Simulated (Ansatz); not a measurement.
# How the geometry moves the gap of LiF (Griceite)

Aim: gaps of LiF (Griceite) at the database cell and after a full relaxation.

Method: PBE, HSE06 and G0W0, plane waves, PAW, in Ansatz 0.2.0.

The raw output is cut from this account; settings, times and results stay.

## Step 1: The system as given

It takes space group Fm-3m (No. 225, cubic). Conventional cell: a = 4.028 Å, b = 4.028 Å, c = 4.028 Å, α = 90.00°, β = 90.00°, γ = 90.00°. Li has 6 F at 2.01 Å nearest. F has 6 Li at 2.01 Å nearest. Farther neighbours, and contacts between anions beyond the nearest, are not listed.

The cell and positions come from the Crystallography Open Database and are kept as given unless a step says otherwise. The runs that relaxed it are not among those shown.

## Step 2: PBE bands at the given cell

Levels along a band path, at the cheap level, show where the edges lie and whether the meshes to come will hold them.

This step: DFT, PBE, plane waves, PAW; PAW set soft_1.

The input, input.yaml:

```yaml
crystal:
  lattice:
    - [0.0, 2.014, 2.014]
    - [2.014, 0.0, 2.014]
    - [2.014, 2.014, 0.0]
  atoms:
    - { symbol: Li, position: [0.0, 0.0, 0.0] }
    - { symbol: F, position: [0.5, 0.5, 0.5] }
kpoints:
  mp_grid: { grid: [10, 10, 10] }
  band_path:
    path:
      - [[0.0, 0.0, 0.0], [0.5, 0.0, 0.5], [0.625, 0.25, 0.625]]
      - [[0.375, 0.375, 0.75], [0.0, 0.0, 0.0], [0.5, 0.5, 0.5], [0.5, 0.25, 0.75], [0.5, 0.0, 0.5]]
    npoints: 10
hamiltonian:
  xc: pbe
  pseudopotentials: { kind: paw, azcp: { folder: soft_1 } }
scf:
  occupations: { method: fermi_dirac, width: 0.02 }
  n_extra_bands: 4
output:
  eigenvalues: true
  write_density: true
  write_potential: true
  elf: true
  volumetric_format: npy
```

The run is started by

```
> ansatz run input.yaml --threads 3 --pin off --max-ram 92160MiB --backend cuda --events-out ev --progress --plain --runs-dir out --devices 1 --max-vram 13GiB
```

Run time: 4.8 s. Hardware: 1 × NVIDIA H100 80GB HBM3 (shared by 6 runs) with 3 threads of AMD EPYC 7R13 (Zen 3), shared host; peak memory 0.89 GiB.

Numbers from this step:

```
filled bands         : 5
gap                  : 9.094 eV
valence top at       : k = (0.075, 0.075, 0.150)
conduction bottom at : Γ
least direct gap     : 9.095 eV
```

The gap is indirect, with the least direct gap 0.001 eV higher.

## Step 3: The relaxed cell

Cell and ions were relaxed with PBE; that run is not shown. It left this cell:

The structure is cubic, space group Fm-3m (No. 225). Conventional cell: a = 4.067 Å, b = 4.067 Å, c = 4.067 Å, α = 90.00°, β = 90.00°, γ = 90.00°. Nearest to Li lie 6 F at 2.03 Å. Nearest to F lie 6 Li at 2.03 Å. Farther neighbours, and contacts between anions beyond the nearest, are not listed.

## Step 4: PBE at the relaxed cell

The cell differs from the one that the last finished run ended in (a 2.848 → 2.876 Å, b 2.848 → 2.876 Å, c 2.848 → 2.876 Å).

input.yaml, the sections that differ from step 2:

```yaml
crystal:
  lattice:
    - [0.0, 2.0333784114, 2.0333784114]
    - [2.0333784114, 0.0, 2.0333784114]
    - [2.0333784114, 2.0333784114, 0.0]
  atoms:
    - { symbol: Li, position: [0.0, 0.0, 0.0] }
    - { symbol: F, position: [0.5, 0.5, 0.5] }
output:
  eigenvalues: true
# kpoints, hamiltonian, scf: as in step 2
```

Run time: 7.6 s. Hardware: 1 × NVIDIA H100 80GB HBM3 (shared by 6 runs) with 3 threads; peak memory 0.85 GiB; 4.8 s of CPU time.

Read from the output:

- gap: 8.843 eV
- valence top at: k = (0.075, 0.075, 0.150)
- conduction bottom at: Γ
- least direct gap: 8.844 eV

The gap is indirect, with the least direct gap 0.001 eV higher.

## Step 5: HSE06 at the relaxed cell

HSE06 mixes in a quarter of exact exchange at short range. Exchange couples all pairs of k points, which makes a full band path dear, so levels are read on the mesh and at chosen points.

This step: DFT, HSE06, plane waves, PAW; PAW set soft_1.

input.yaml, the sections that differ from step 4:

```yaml
kpoints:
  mp_grid: { grid: [6, 6, 6] }
  band_path:
    path:
      - [0.0, 0.0, 0.0]
      - [0.5, 0.0, 0.5]
      - [0.625, 0.25, 0.625]
      - [0.375, 0.375, 0.75]
      - [0.5, 0.5, 0.5]
      - [0.5, 0.25, 0.75]
      - [0.075, 0.075, 0.15]
    npoints: 1
hamiltonian:
  xc: hse06
  pseudopotentials: { kind: paw, azcp: { folder: soft_1 } }
scf:
  occupations: { method: fixed }
  n_extra_bands: 4
# crystal, output: as in step 4
```

Wall time 15 s (1 × NVIDIA H100 80GB HBM3 (shared by 6 runs) with 3 threads); peak memory 1 GiB; 14 s of CPU time.

This step gave:

```yaml
gap: 11.13 eV
valence_top_at: Γ
conduction_bottom_at: Γ
least_direct_gap: 11.13 eV
```

The gap stands +2.29 eV against PBE, and the valence top moves to Γ.

## Step 6: G0W0 at the relaxed cell

Now the one-shot GW correction: screening in the RPA, then the self-energy of the levels asked for. This step takes PAW set soft_1 files.

This step: G0W0 on PBE, plane waves, PAW; PAW set soft_1.

The input, input.yaml:

```yaml
crystal:
  lattice:
    - [0.0, 2.0333784114, 2.0333784114]
    - [2.0333784114, 0.0, 2.0333784114]
    - [2.0333784114, 2.0333784114, 0.0]
  atoms:
    - { symbol: Li, position: [0.0, 0.0, 0.0] }
    - { symbol: F, position: [0.5, 0.5, 0.5] }
kpoints:
  mp_grid: { grid: [6, 6, 6] }
hamiltonian:
  xc: pbe
  pseudopotentials: { kind: paw, azcp: { folder: soft_1 } }
scf:
  occupations: { method: fixed }
gw:
  n_empty_bands: 50
  ecut_chi: 120
  qp_bands: [v2, c2]
  qp_kpoints: band_edges
  screening: { model: contour_deformation }
```

Wall time 12 s (1 × NVIDIA H100 80GB HBM3 (shared by 6 runs) with 3 threads); peak memory 0.97 GiB.

Read from the output:

```yaml
bands_summed: 55
rpa_eps_infinity_on_this_mesh_eigenvalues: 1.969, 1.969, 1.969
plane_waves_in_the_screening_matrix: 59
g0w0_gap_on_the_mesh: 12.92 eV
k_of_the_valence_top: 0, 0, 0
k_of_the_conduction_bottom: 0, 0, 0
starting_gap_on_the_mesh: 8.844 eV
least_direct_g0w0_gap_on_the_computed_points: 12.92 eV
```

The gap on the mesh goes from 8.84 eV to 12.92 eV, a correction of +4.08 eV. Between the two edge states, bare exchange in place of the xc potential would open the gap by 12.66 eV, and correlation takes back 8.58 eV.

## Step 7: G0W0 at the given cell

input.yaml, the sections that differ from step 6:

```yaml
crystal:
  lattice:
    - [0.0, 2.014, 2.014]
    - [2.014, 0.0, 2.014]
    - [2.014, 2.014, 0.0]
  atoms:
    - { symbol: Li, position: [0.0, 0.0, 0.0] }
    - { symbol: F, position: [0.5, 0.5, 0.5] }
gw:
  n_empty_bands: 48
  ecut_chi: 120
  qp_bands: [v2, c2]
  qp_kpoints: band_edges
  screening: { model: contour_deformation }
# kpoints, hamiltonian, scf: as in step 6
```

Wall time 12 s (1 × NVIDIA H100 80GB HBM3 (shared by 6 runs) with 3 threads); peak memory 0.98 GiB.

This step gave:

| Quantity | Value |
| --- | --- |
| bands summed | 53 |
| RPA ε∞ on this mesh (eigenvalues) | 1.977, 1.977, 1.977 |
| plane waves in the screening matrix | 59 |
| G0W0 gap on the mesh | 13.20 eV |
| k of the valence top | 0, 0, 0 |
| k of the conduction bottom | 0, 0, 0 |
| starting gap on the mesh | 9.095 eV |
| least direct G0W0 gap on the computed points | 13.20 eV |

The gap on the mesh goes from 9.09 eV to 13.20 eV, a correction of +4.11 eV. Between the two edge states, bare exchange in place of the xc potential would open the gap by 12.73 eV, and correlation takes back 8.63 eV.

## Step 8: Together

G0W0 rows are gaps on the mesh, lowered where the mesh misses an edge of the band path.

```csv
level,given cell (eV),relaxed cell (eV),change (eV)
PBE,9.09,8.84,−0.25
HSE06,-,11.13,-
G0W0@PBE,13.20,12.92,−0.28
```

## Step 9: Summary of results

```yaml
volume_change: +2.9 %
pbe_given_cell: 9.09 eV
pbe_relaxed_cell: 8.84 eV
hse06_relaxed_cell: 11.13 eV
g0w0_pbe_relaxed_cell: 12.92 eV
g0w0_pbe_given_cell: 13.20 eV
known_limits: short of the basis limit
```

**Reading.** Relaxation changes the volume by +2.9 % and the gap by −0.25 eV (PBE) and −0.28 eV (G0W0@PBE). Bands and cutoff are finite, so the gap stands short of the basis limit, usually by up to a few tenths of an eV; the mesh is an error of its own.

[Long decimals in the printed logs are rounded to 6 places.]

[Logs are printed without paths, hosts, clocks, repeated set-up lines and the standing remarks that a program may print on its own settings, such as how far it seeks lower states.]

[Paths, hosts, dates, memory and timing lines, banners, echoed tables and standing remarks are left out of the program output; an Ansatz launch command may be rebuilt from the run's recorded settings. Measured values are a selection of at most five: reports struck by readers or far from the other reports are left out. None is set beside runs whose start may be inverted or whose files or cutoffs have a known fault.]

[Runs of the session that timed out or met a known fault of the program may be left out.]

[Cells called generated may have been cut or substituted from an entry of the Crystallography Open Database or the Materials Project.]

[Hosts, paths, dates, database ids (printed as entryN), source tags and the programs' standing remarks are cut or masked in the printed files.]

[Where the starting crystal was built by hand or by swapping elements, it need not be the compound's stable phase.]
